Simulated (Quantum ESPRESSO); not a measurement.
# SiC (Moissanite 3C): the LO frequency by hand

Aim: work out the LO frequency and the static dielectric constant of SiC (Moissanite 3C) from one linear-response run, then check them.

Method: DFT LDA, scalar-relativistic, plane waves, PseudoDojo norm-conserving pseudopotentials, in Quantum ESPRESSO 7.5.

### 1. The relaxed structure

Symmetry: F-43m, No. 216, cubic system. Conventional cell: a = 4.325 Å, b = 4.325 Å, c = 4.325 Å, α = 90.00°, β = 90.00°, γ = 90.00°. Nearest to Si lie 4 C at 1.87 Å. Nearest to C lie 4 Si at 1.87 Å. Farther neighbours are not listed.

As a file:

```
CELL_PARAMETERS angstrom
-2.16262 0.00000 2.16262
0.00000 2.16262 2.16262
-2.16262 2.16262 0.00000
ATOMIC_POSITIONS crystal
Si 0.00000 0.00000 0.00000
C 0.25000 0.25000 0.25000
```

This is the cell after its relaxation at this level of theory, not the database cell from which that began.

### 2. What the response run gave

A linear-response run on the relaxed cell, with the response to an electric field; only its zone-centre results are used. Cutoff 82 Ry, k mesh 12×12×12.

The program printed:

```text
[banners, grids, parts of the stress and lines that vanish by symmetry left out]
Program PHONON v.7.5
     Reading xml data from directory:

[...]
Exchange-correlation= PW
                           (   1   4   0   0   0   0   0)
[...]
kinetic-energy cut-off    =      82.0000  Ry
     charge density cut-off    =     328.0000  Ry
     convergence threshold     =      1.0E-18
[...]
Exchange-correlation= PW
                           (   1   4   0   0   0   0   0)
[...]
q = (   0.0000000   0.0000000   0.0000000 )
     25 Sym.Ops. (with q -> -q+G )
     G cutoff =  277.5253  (  13731 G-vectors)     FFT grid: ( 36, 36, 36)
     number of k points=    72
[...]
Mode symmetry, T_d (-43m)  point group:
[...]
Dielectric constant
[...]
End of electric fields calculation
          Dielectric constant in cartesian axis
          (       6.878381809       0.000000000       0.000000000 )
          (       0.000000000       6.878381809       0.000000000 )
          (      -0.000000000       0.000000000       6.878381809 )
          Effective charges (d Force / dE) in cartesian axis without acoustic sum rule applied (asr)
           atom    1  Si    Mean Z*:        2.72210
      Ex  (        2.72210       -0.00000       -0.00000 )
      Ey  (       -0.00000        2.72210        0.00000 )
      Ez  (       -0.00000        0.00000        2.72210 )
           atom    2  C     Mean Z*:       -2.72355
      Ex  (       -2.72355        0.00000        0.00000 )
      Ey  (        0.00000       -2.72355       -0.00000 )
      Ez  (        0.00000       -0.00000       -2.72355 )
          Effective charges Sum: Mean:       -0.00145
[...]
Effective charges (d Force / dE) in cartesian axis with asr applied:
           atom    1  Si    Mean Z*:        2.72283
[...]
atom    2  C     Mean Z*:       -2.72283
[...]
Representation #   1 modes #   1   2   3
[...]
End of self-consistent calculation
     Convergence has been achieved
     Representation #   2 modes #   4   5   6
[...]
End of self-consistent calculation
     Convergence has been achieved
[...]
Dielectric constant in cartesian axis
          (       6.878381809       0.000000000       0.000000000 )
          (       0.000000000       6.878381809       0.000000000 )
          (      -0.000000000       0.000000000       6.878381809 )
          Effective charges (d Force / dE) in cartesian axis without acoustic sum rule applied (asr)
           atom    1  Si    Mean Z*:        2.72210
      Ex  (        2.72210       -0.00000       -0.00000 )
      Ey  (       -0.00000        2.72210        0.00000 )
      Ez  (       -0.00000        0.00000        2.72210 )
           atom    2  C     Mean Z*:       -2.72355
      Ex  (       -2.72355        0.00000        0.00000 )
      Ey  (        0.00000       -2.72355       -0.00000 )
      Ez  (        0.00000       -0.00000       -2.72355 )
          Effective charges Sum: Mean:       -0.00145
[...]
Effective charges (d Force / dE) in cartesian axis with asr applied:
           atom    1  Si    Mean Z*:        2.72283
[...]
atom    2  C     Mean Z*:       -2.72283
[...]
q = (    0.000000000   0.000000000   0.000000000 )
[...]
freq (    1) =      -0.033346 [THz] =      -1.112287 [cm-1]
     freq (    2) =      -0.033346 [THz] =      -1.112287 [cm-1]
     freq (    3) =      -0.033346 [THz] =      -1.112287 [cm-1]
     freq (    4) =      23.933136 [THz] =     798.323485 [cm-1]
     freq (    5) =      23.933136 [THz] =     798.323485 [cm-1]
     freq (    6) =      23.933136 [THz] =     798.323485 [cm-1]
[...]
Mode symmetry, T_d (-43m)  point group:
     freq (   1-   3) =         -1.1  [cm-1]   --> T_2  G_15 P_4   I+R
     freq (   4-   6) =        798.3  [cm-1]   --> T_2  G_15 P_4   I+R

   JOB DONE.
```

```
                       quantity   value
             cell volume Ω (Å³)  20.229
                 mass of Si (u)  28.085
                  mass of C (u)  12.011
     Born charge of Si, raw (e)   2.722
      Born charge of C, raw (e)  -2.724
                             ε∞   6.878
ω(TO) after the sum rule (cm⁻¹)   798.3
```

### 3. The calculation

The charges must sum to zero over the cell; taking off their mean, -0.001 e, leaves Z* = 2.723 e on Si. In the polar mode Si moves against C, so the reduced mass is μ = 28.09 × 12.01 / 40.10 = 8.413 u.

A longitudinal wave builds up a field that adds to the restoring force: ω(LO)² = ω(TO)² + 4π Z*² / (μ Ω ε∞), in Hartree atomic units. With μ = 15336 electron masses and Ω = 136.51 bohr³ the second term is 6.4698e-06 Ha², or 311644 cm⁻² (1 Ha = 219474.6 cm⁻¹).

So ω(LO) = √(637331 + 311644) = 974.2 cm⁻¹, and by the Lyddane-Sachs-Teller relation ε₀ = ε∞ (ω(LO)/ω(TO))² = 10.24.

### 4. Check against the program

The analysis program adds the same non-analytic term to the full matrix, here for q along (1 0 0).

The program printed:

```text
[banner, memory and clock lines left out]
Program DYNMAT v.7.5

     Reading Dynamical Matrix from file g.dyn
     ...Force constants read
     ...epsilon and Z* read

     Polarizability (A^3 units)
     multiply by 0.337899 for Clausius-Mossotti correction
         9.462785    0.000000   -0.000000
         0.000000    9.462785    0.000000
         0.000000    0.000000    9.462785

     IR activities are in (D/A)^2/amu units

# mode   [cm-1]    [THz]      IR
    1     -0.00   -0.0000    0.0000
    2      0.00    0.0000    0.0000
    3      0.00    0.0000    0.0000
    4    798.33   23.9332   20.3309
    5    798.33   23.9332   20.3309
    6    974.15   29.2042   20.3309
```

ε₀ comes from the program's run without a direction of q.

```
    quantity  by hand  program
ω(LO) (cm⁻¹)    974.2    974.1
          ε₀    10.24    10.24
```

### 5. Summary of results

```yaml
to_mode: 798.3 cm⁻¹
lo_mode: 974.1 cm⁻¹
static_dielectric_constant: 10.24
```

In words: The LO mode of SiC (Moissanite 3C) lies at 974 cm⁻¹, 176 cm⁻¹ above the TO mode; the formula meets the program within 0.1 cm⁻¹, as it must for a cubic crystal with one polar mode. ω(LO)² − ω(TO)² goes with Z*²/ε∞: an error of 5 % in ε∞ would move the LO mode by 7.6 cm⁻¹, and semilocal functionals tend to overestimate ε∞. These are harmonic values at zero temperature, at the volume of this functional, for the structure held cubic; stability elsewhere in the zone is no part of this calculation.

[Host names and launcher messages were left out of these logs when they were recorded.]

[Logs are printed without paths, hosts, clocks, repeated set-up lines and the standing remarks that a program may print on its own settings, such as how far it seeks lower states.]

[Hosts, paths, dates, database ids (printed as entryN), source tags and the programs' standing remarks are cut or masked in the printed files.]
